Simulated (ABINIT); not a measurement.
# Beyond one shot: K2NaYF6 (Fm-3m)

Aim: iterate the self-energy on K2NaYF6 (Fm-3m) and follow the gap from cycle to cycle.

Program: ABINIT 10.8.3. Level of theory: PBEsol and many-body steps on it, plane waves. Results are calculated unless marked as measured.

## Step 1: Set-up

The structure is cubic, space group Fm-3m (No. 225). The conventional cell has a = 8.917 Å, b = 8.917 Å, c = 8.917 Å, α = 90.00°, β = 90.00°, γ = 90.00°. Nearest to K lie 12 F at 3.15 Å. Nearest to Na lie 6 F at 2.28 Å. Y has 6 F at 2.18 Å nearest. Nearest to F lie 1 Y at 2.18 Å and 1 Na at 2.28 Å and 4 K at 3.15 Å. Farther neighbours and most contacts between anions are not listed.

The cell and positions are those that the Materials Project relaxed with its own functionals (PBE, PBE+U or r2SCAN), kept fixed.

## Step 2: Empty states on the mesh, 2×2×2 mesh, 279 bands

This step: ABINIT 10.8.3; DFT, PBEsol, plane waves, norm-conserving pseudopotentials.

The sums over transitions need many empty states on a uniform mesh; this step solves for them.

The input, run.abi:

```
acell 3*1.0 Angstrom
rprim 
  -0.000000000000 4.458286000000 4.458286000000
  4.458286000000 0.000000000000 4.458286000000
  4.458286000000 4.458286000000 0.000000000000
ntypat 4
znucl 19 11 39 9
natom 10
typat 1 1 2 3 4 4 4 4 4 4
xred 
  0.750000000000 0.750000000000 0.750000000000
  0.250000000000 0.250000000000 0.250000000000
  0.500000000000 0.500000000000 0.500000000000
  0.000000000000 -0.000000000000 0.000000000000
  0.755598000000 0.244402000000 0.244402000000
  0.244402000000 0.244402000000 0.755598000000
  0.244402000000 0.755598000000 0.755598000000
  0.244402000000 0.755598000000 0.244402000000
  0.755598000000 0.244402000000 0.755598000000
  0.755598000000 0.755598000000 0.244402000000
pp_dirpath "pseudos"
pseudos "K.upf, Na.upf, Y.upf, F.upf"
ecut 38
ngkpt 2 2 2
nshiftk 1
shiftk 0 0 0
kptopt 1
chksymbreak 0
iscf -2
irdden 1
istwfk *1
nband 279
nbdbuf 24
tolwfr 1e-09
nstep 60
prtvol 0
indata_prefix "in"
outdata_prefix "out"
tmpdata_prefix "tmp"
```

The run is started by

```sh
> OMP_NUM_THREADS=1 mpirun -n 3 abinit run.abi > log
```

Numbers of over 12 decimals in the logs are rounded to 6 here.

What it wrote:

```text
.Version 10.8.3 of ABINIT. v10.8.2 released Aug 2026.

 Symmetries : space group Fm -3 m (#225); Bravais cF (face-center cubic)
[... echo of the input left out ...]
== DATASET  1 ==================================================================
-   mpi_nproc: 3, omp_nthreads: 1 (-1 if OMP is not activated)

--- !DatasetInfo
iteration_state: {dtset: 1, }
dimensions: {natom: 10, nkpt: 3, mband: 279, nsppol: 1, nspinor: 1, nspden: 1, mpw: 13424, }
cutoff_energies: {ecut:  38.0, pawecutdg:  -1.0, }
[...]
2.37152    2.37152    2.37152    2.39933    2.39933    2.39933    2.40470    2.40470
   2.40470    2.41840    2.41840    2.41840    2.42350    2.42437    2.42437    2.42437
   2.43149    2.43149    2.43811    2.48798    2.48901    2.49101    2.50012
 prteigrs : prtvol=0 or 1, do not print more k-points.

== END DATASET(S) ==============================================================
================================================================================

 -outvars: echo values of variables after computation  --------
            nband         279
             nkpt           3
          spgroup         225
 [... the other variables as echoed above ...]

 Calculation completed.
```

Run time: 3.4 min. Hardware: 3 MPI ranks of Arm Neoverse V2, shared host; peak memory 0.53 GiB.

Numbers from this step:

- gap: 6.161 eV
- k of the valence top: 0, 0, 0
- k of the conduction bottom: 0, 0, 0
- least direct gap: 6.161 eV
- k points computed: 3
- lowest point of the top converged band, above the valence top: 64.4227 eV

On this mesh the gap is 6.161 eV.

The density comes from a self-consistent run that is not shown.

## Step 3: Screening, 2×2×2 mesh, 255 bands, screening to 130.6 eV

The RPA dielectric matrix is built and inverted for each q.

This step: RPA screening on PBEsol, plane waves, norm-conserving pseudopotentials.

run.abi, as its differences from that of step 2:

```diff
@@ -28,10 +28,11 @@
 chksymbreak 0
-iscf -2
-irdden 1
 istwfk *1
-nband 279
-nbdbuf 24
-tolwfr 1e-09
-nstep 60
-prtvol 0
+occopt 1
+irdwfk 1
+optdriver 3
+nband 255
+ecuteps 4.8
+inclvkb 2
+awtr 1
+symchi 1
 indata_prefix "in"
```

The run is started by

```sh
> OMP_NUM_THREADS=1 mpirun -n 4 abinit run.abi > log
```

What it wrote:

```text
.Version 10.8.3 of ABINIT. v10.8.2 released Aug 2026.

 Symmetries : space group Fm -3 m (#225); Bravais cF (face-center cubic)
[... echo of the input left out ...]
== DATASET  1 ==================================================================
-   mpi_nproc: 4, omp_nthreads: 1 (-1 if OMP is not activated)

--- !DatasetInfo
iteration_state: {dtset: 1, }
dimensions: {natom: 10, nkpt: 3, mband: 255, nsppol: 1, nspinor: 1, nspden: 1, mpw: 13424, }
cutoff_energies: {ecut:  38.0, pawecutdg:  -1.0, }
electrons: {nelect:   8.00000000E+01, charge:   0.00000000E+00, occopt:   1.00000000E+00, tsmear:   1.00000000E-02, }

 SCREENING: Calculation of the susceptibility and dielectric matrices

 Based on a program developped by R.W. Godby, V. Olevano, G. Onida, and L. Reining.
 Incorporated in ABINIT by V. Olevano, G.-M. Rignanese, and M. Torrent.
.Using double precision arithmetic ; gwpc =  8

[... cell and pseudopotentials left out ...]
--------------------------------------------------------------------------------

 ==== K-mesh for the wavefunctions ====
 Number of points in the irreducible wedge :     3
[... list of points left out ...]
 Together with 48 symmetry operations and time-reversal symmetry
 yields     8 points in the full Brillouin Zone.

 ==== Q-mesh for the screening function ====
 Number of points in the irreducible wedge :     3
[... list of points left out ...]
 Together with 48 symmetry operations and time-reversal symmetry
 yields     8 points in the full Brillouin Zone.

 setmesh: FFT mesh size selected  =    45x   45x   45
          total number of points  =        91125

 vcoul_init : cutoff-mode = AUXILIARY_FUNCTION
 q-points for optical limit:   1
     1)      0.000010    0.000020    0.000030

- screening: taking advantage of time-reversal symmetry
- Maximum band index for partially occupied states nbvw = 40
- Remaining bands to be divided among processors   nbcw = 215
- Number of bands treated by each node ~53

 Number of electrons calculated from density =   80.0000; Expected =   80.0000
 average of density, n =  0.066890
 r_s =    1.5282
 omega_plasma =   24.9480 [eV]

 calculating chi0 at frequencies [eV] :
  1    0.000000E+00    0.000000E+00
  2    0.000000E+00    2.494798E+01

--------------------------------------------------------------------------------
  q-point number  1        q = ( 0.000000, 0.000000, 0.000000) [r.l.u.]
--------------------------------------------------------------------------------
[... chi0 elements left out ...]
 For q-point:  0.000010 0.000020 0.000030
  dielectric constant =   1.9340
  dielectric constant without local fields =   2.1299

  Average fulfillment of the sum rule on Im[epsilon] for q-point    1 :     54.49  [%]
[... wings left out ...]
  q-point number  2        q = ( 0.500000, 0.000000, 0.000000) [r.l.u.]
--------------------------------------------------------------------------------
[... chi0 elements left out ...]
  Average fulfillment of the sum rule on Im[epsilon] for q-point    2 :     58.41  [%]

 [... 1 further q-points ...]
```

The job ended after 2.2 min (4 MPI ranks; peak memory 2.9 GiB).

This step gave:

```yaml
eps_infinity_with_local_fields_on_this_mesh_along_the_program_s_q_direction: 1.934
the_same_without_local_fields: 2.130
plasma_frequency: 24.95 eV
plane_waves_in_the_screening_matrix: 609
```

Local fields lower ε∞ by 9 %. On a Γ-centred mesh this coarse the value itself is usually too large, while a short band sum pulls it down.

## Step 4: G0W0

The self-energy is evaluated for the states that the input lists, and the levels follow from it, in one-shot runs by the linearised quasiparticle equation.

This step: G0W0 on PBEsol, plane waves, norm-conserving pseudopotentials.

run.abi, as its differences from that of step 3:

```diff
@@ -31,8 +31,15 @@
 irdwfk 1
-optdriver 3
+optdriver 4
 nband 255
+gwcalctyp 0
+ecutsigx 38
+symsigma 1
+nkptgw 1
+kptgw 
+  0.0000000000 0.0000000000 0.0000000000
+bdgw 
+  38 44
 ecuteps 4.8
-inclvkb 2
-awtr 1
-symchi 1
+irdscr 1
+ppmodel 1
 indata_prefix "in"
```

What it wrote:

```text
.Version 10.8.3 of ABINIT. v10.8.2 released Aug 2026.

 Symmetries : space group Fm -3 m (#225); Bravais cF (face-center cubic)
[... echo of the input left out ...]
== DATASET  1 ==================================================================
-   mpi_nproc: 4, omp_nthreads: 1 (-1 if OMP is not activated)

--- !DatasetInfo
iteration_state: {dtset: 1, }
dimensions: {natom: 10, nkpt: 3, mband: 255, nsppol: 1, nspinor: 1, nspden: 1, mpw: 13424, }
cutoff_energies: {ecut:  38.0, pawecutdg:  -1.0, }
electrons: {nelect:   8.00000000E+01, charge:   0.00000000E+00, occopt:   1.00000000E+00, tsmear:   1.00000000E-02, }

 SIGMA: Calculation of the GW corrections

 Based on a program developped by R.W. Godby, V. Olevano, G. Onida, and L. Reining.
 Incorporated in ABINIT by V. Olevano, G.-M. Rignanese, and M. Torrent.
.Using double precision arithmetic ; gwpc =  8

[... cell and pseudopotentials left out ...]
--------------------------------------------------------------------------------

 ==== K-mesh for the wavefunctions ====
 Number of points in the irreducible wedge :     3
[... list of points left out ...]
 Together with 48 symmetry operations and time-reversal symmetry
 yields     8 points in the full Brillouin Zone.

 ==== Q-mesh for screening function ====
 Number of points in the irreducible wedge :     3
[... list of points left out ...]
 Together with 48 symmetry operations and time-reversal symmetry
 yields     8 points in the full Brillouin Zone.

 vcoul_init : cutoff-mode = AUXILIARY_FUNCTION
 q-points for optical limit:   1
     1)      0.000010    0.000020    0.000030
 setmesh: FFT mesh size selected  =    72x   72x   72
          total number of points  =       373248

 Number of electrons calculated from density =   80.0000; Expected =   80.0000
 average of density, n =  0.066890
 r_s =    1.5282
 omega_plasma =   24.9480 [eV]

 === KS Band Gaps ===
  >>>> For spin  1
   Minimum direct gap =   6.1610 [eV], located at k-point      :   0.0000  0.0000  0.0000
   Fundamental gap    =   6.1610 [eV], Top of valence bands at :   0.0000  0.0000  0.0000
                                       Bottom of conduction at :   0.0000  0.0000  0.0000
 SIGMA fundamental parameters:
 PLASMON POLE MODEL  1
 number of plane-waves for SigmaX                13371
 number of plane-waves for SigmaC and W            609
 number of plane-waves for wavefunctions         13371
 number of bands                                   255
 number of independent spin polarizations            1
 number of spinorial components                      1
 number of k-points in IBZ                           3
 number of q-points in IBZ                           3
 number of symmetry operations                      48
 number of k-points in BZ                            8
 number of q-points in BZ                            8
 number of frequencies for dSigma/dE                 9
 frequency step for dSigma/dE [eV]                0.25
 number of omega for Sigma on real axis              0
 max omega for Sigma on real axis  [eV]           0.00
 zcut for avoiding poles [eV]                     0.10

 EPSILON^-1 parameters (SCR file):
 dimension of the eps^-1 matrix on file            609
 dimension of the eps^-1 matrix used               609
 number of plane-waves for wavefunctions         13371
 number of bands                                   255
 number of q-points in IBZ                           3
 number of frequencies                               2
 number of real frequencies                          1
 number of imag frequencies                          1

 matrix elements of self-energy operator (all in [eV])

 Perturbative Calculation

--- !SelfEnergy_ee
iteration_state: {dtset: 1, }
kpoint     : [   0.000,    0.000,    0.000, ]
spin       : 1
KS_gap     :    6.161
QP_gap     :    9.540
Delta_QP_KS:    3.379
data: !SigmaeeData |
     Band     E0 <VxcDFT>   SigX SigC(E0)      Z dSigC/dE  Sig(E)    E-E0       E
       38  -0.772 -22.132 -29.441   4.931   0.808  -0.237 -24.054  -1.922  -2.694
       39  -0.772 -22.132 -29.441   4.931   0.808  -0.237 -24.054  -1.922  -2.694
       40  -0.772 -22.132 -29.441   4.931   0.808  -0.237 -24.054  -1.922  -2.694
       41   5.389  -8.175  -3.998  -2.562   0.902  -0.109  -6.718   1.457   6.846
       42   7.505 -13.709  -7.709  -2.845   0.875  -0.142 -10.947   2.763  10.267
       43   7.505 -13.709  -7.709  -2.845   0.875  -0.142 -10.947   2.763  10.267
       44   7.505 -13.709  -7.709  -2.845   0.875  -0.142 -10.947   2.763  10.267

== END DATASET(S) ==============================================================
================================================================================

 -outvars: echo values of variables after computation  --------
           etotal      0.0000000000E+00
            nband         255
             nkpt           3
          spgroup         225
 [... the other variables as echoed above ...]

 Calculation completed.
```

Wall time 25 s (4 MPI ranks); peak memory 2.2 GiB.

This step gave:

```yaml
g0w0_gap_on_the_points_computed: 9.54 eV
starting_gap_on_the_mesh: 6.161 eV
k_of_the_valence_top: 0, 0, 0
k_of_the_conduction_bottom: 0, 0, 0
z_at_the_valence_top: 0.808
z_at_the_conduction_bottom: 0.902
least_direct_g0w0_gap_on_the_computed_points: 9.54 eV
```

The gap on the mesh goes from 6.16 eV to 9.54 eV, a correction of +3.38 eV.

## Step 5: evGW0, cycle 1

This step: evGW0 on PBEsol, plane waves, norm-conserving pseudopotentials.

run.abi, as its differences from that of step 4:

```diff
@@ -33,10 +33,14 @@
 nband 255
-gwcalctyp 0
+gwcalctyp 10
 ecutsigx 38
 symsigma 1
-nkptgw 1
+nkptgw 3
 kptgw 
   0.0000000000 0.0000000000 0.0000000000
+  0.5000000000 0.0000000000 0.0000000000
+  0.5000000000 0.5000000000 0.0000000000
 bdgw 
-  38 44
+  23 53
+  23 53
+  23 53
 ecuteps 4.8
```

What it wrote:

```text
.Version 10.8.3 of ABINIT. v10.8.2 released Aug 2026.

 Symmetries : space group Fm -3 m (#225); Bravais cF (face-center cubic)
[... echo of the input left out ...]
== DATASET  1 ==================================================================
-   mpi_nproc: 4, omp_nthreads: 1 (-1 if OMP is not activated)

--- !DatasetInfo
iteration_state: {dtset: 1, }
dimensions: {natom: 10, nkpt: 3, mband: 255, nsppol: 1, nspinor: 1, nspden: 1, mpw: 13424, }
cutoff_energies: {ecut:  38.0, pawecutdg:  -1.0, }
electrons: {nelect:   8.00000000E+01, charge:   0.00000000E+00, occopt:   1.00000000E+00, tsmear:   1.00000000E-02, }

 SIGMA: Calculation of the GW corrections

 Based on a program developped by R.W. Godby, V. Olevano, G. Onida, and L. Reining.
 Incorporated in ABINIT by V. Olevano, G.-M. Rignanese, and M. Torrent.
.Using double precision arithmetic ; gwpc =  8

[... cell and pseudopotentials left out ...]
--------------------------------------------------------------------------------

 ==== K-mesh for the wavefunctions ====
 Number of points in the irreducible wedge :     3
[... list of points left out ...]
 Together with 48 symmetry operations and time-reversal symmetry
 yields     8 points in the full Brillouin Zone.

 ==== Q-mesh for screening function ====
 Number of points in the irreducible wedge :     3
[... list of points left out ...]
 Together with 48 symmetry operations and time-reversal symmetry
 yields     8 points in the full Brillouin Zone.

 vcoul_init : cutoff-mode = AUXILIARY_FUNCTION
 q-points for optical limit:   1
     1)      0.000010    0.000020    0.000030
 setmesh: FFT mesh size selected  =    72x   72x   72
          total number of points  =       373248

 Number of electrons calculated from density =   80.0000; Expected =   80.0000
[...]
--- !SelfEnergy_ee
iteration_state: {dtset: 1, }
kpoint     : [   0.500,    0.000,    0.000, ]
spin       : 1
KS_gap     :    8.140
QP_gap     :   11.855
Delta_QP_KS:    3.715
data: !SigmaeeData |
     Band     E_DFT   <VxcDFT>   E(N-1)  <Hhartree>   SigX  SigC[E(N-1)]    Z     dSigC/dE  Sig[E(N)]  DeltaE  E(N)_pert E(N)_diago
[...]
--- !SelfEnergy_ee
iteration_state: {dtset: 1, }
kpoint     : [   0.500,    0.500,    0.000, ]
spin       : 1
KS_gap     :    8.319
QP_gap     :   12.051
Delta_QP_KS:    3.732
data: !SigmaeeData |
     Band     E_DFT   <VxcDFT>   E(N-1)  <Hhartree>   SigX  SigC[E(N-1)]    Z     dSigC/dE  Sig[E(N)]  DeltaE  E(N)_pert E(N)_diago
[...]
52    10.594   -12.353    10.594    22.947    -6.241    -2.558     0.889    -0.125    -9.194     3.159    13.753    14.148
       53    10.753   -11.664    10.753    22.417    -5.320    -2.684     0.895    -0.118    -8.389     3.276    14.028    14.414

 New Fermi energy :        7.084386E-02 Ha ,    1.927760E+00 eV

 === QP Band Gaps ===
  >>>> For spin  1
   Minimum direct gap =  10.1548 [eV], located at k-point      :   0.0000  0.0000  0.0000
   Fundamental gap    =  10.1548 [eV], Top of valence bands at :   0.0000  0.0000  0.0000
                                       Bottom of conduction at :   0.0000  0.0000  0.0000

 writing QP data on file : out_QPS

 Convergence of QP corrections
 >>>>> For spin  1 <<<<<
.  kptgw no:  1; Maximum DeltaE = (  -2.120  -0.000) for band index: 31
.  kptgw no:  2; Maximum DeltaE = (  -2.104  -0.000) for band index: 31
.  kptgw no:  3; Maximum DeltaE = (  -2.091  -0.000) for band index: 31

== END DATASET(S) ==============================================================
================================================================================

 -outvars: echo values of variables after computation  --------
           etotal      0.0000000000E+00
            nband         255
             nkpt           3
          spgroup         225
 [... the other variables as echoed above ...]

 Calculation completed.
```

The job ended after 5.6 min (4 MPI ranks; peak memory 4.6 GiB; 23 min of CPU time).

Numbers from this step:

```yaml
quasiparticle_gap_on_the_points_computed: 10.15 eV
gap_of_the_density_functional_on_the_mesh: 6.161 eV
k_of_the_valence_top: 0, 0, 0
k_of_the_conduction_bottom: 0, 0, 0
z_at_the_valence_top: 0.808
z_at_the_conduction_bottom: 0.902
least_direct_quasiparticle_gap_on_the_computed_points: 10.15 eV
```

Against G0W0 in ABINIT (2×2×2 mesh, 255 bands, screening to 130.6 eV, Godby-Needs plasmon pole), the gap moves by +0.615 eV. This first cycle still uses the starting levels; it takes the full correction, at all points of the mesh, and its linearised value is 9.540 eV.

## Step 6: evGW0, cycle 2

The corrected levels of the last cycle go back in.

run.abi, as its differences from that of step 5:

```diff
@@ -48,2 +48,3 @@
 ppmodel 1
+irdqps 1
 indata_prefix "in"
```

What it wrote:

```text
.Version 10.8.3 of ABINIT. v10.8.2 released Aug 2026.

 Symmetries : space group Fm -3 m (#225); Bravais cF (face-center cubic)
[... echo of the input left out ...]
== DATASET  1 ==================================================================
-   mpi_nproc: 4, omp_nthreads: 1 (-1 if OMP is not activated)

--- !DatasetInfo
iteration_state: {dtset: 1, }
dimensions: {natom: 10, nkpt: 3, mband: 255, nsppol: 1, nspinor: 1, nspden: 1, mpw: 13424, }
cutoff_energies: {ecut:  38.0, pawecutdg:  -1.0, }
[...]
Convergence of QP corrections
 >>>>> For spin  1 <<<<<
.  kptgw no:  1; Maximum DeltaE = (   0.077  -0.000) for band index: 29
.  kptgw no:  2; Maximum DeltaE = (   0.076  -0.000) for band index: 28
.  kptgw no:  3; Maximum DeltaE = (   0.071  -0.000) for band index: 30

== END DATASET(S) ==============================================================
================================================================================

 -outvars: echo values of variables after computation  --------
           etotal      0.0000000000E+00
            nband         255
             nkpt           3
          spgroup         225
 [... the other variables as echoed above ...]

 Calculation completed.
```

It took 5.6 min on 4 MPI ranks; peak memory 4.6 GiB.

Numbers from this step:

| Item | Value |
| --- | --- |
| quasiparticle gap on the points computed | 10.06 eV |
| gap of the density functional on the mesh | 6.161 eV |
| k of the valence top | 0, 0, 0 |
| k of the conduction bottom | 0, 0, 0 |
| least direct quasiparticle gap on the computed points | 10.06 eV |

Against the cycle before, the gap moves by −0.099 eV.

(Part 1 of 3 ends here.)

[Paths, hosts, dates, memory and timing lines, banners, echoed tables and standing remarks are left out of the program output.]

[Logs are printed without paths, hosts, clocks, repeated set-up lines and the standing remarks that a program may print on its own settings, such as how far it seeks lower states.]

[Runs of the session that timed out or met a known fault of the program may be left out.]

[No measured gap is set beside runs whose start may be inverted or whose files or cutoffs have a known fault.]

[Loops that did not settle are left out.]

[Hosts, paths, dates, database ids (printed as entryN), source tags and the programs' standing remarks are cut or masked in the printed files.]

[G0W0 gaps are taken among the corrected bands and points alone; a level outside them can change the order at an edge.]

[Where Ansatz stands beside ABINIT at settings called matched, ABINIT's density can come from a denser mesh and the files from another edition; pairs whose starting gaps differed by over 0.03 eV were left out, so agreement reads better than it is.]
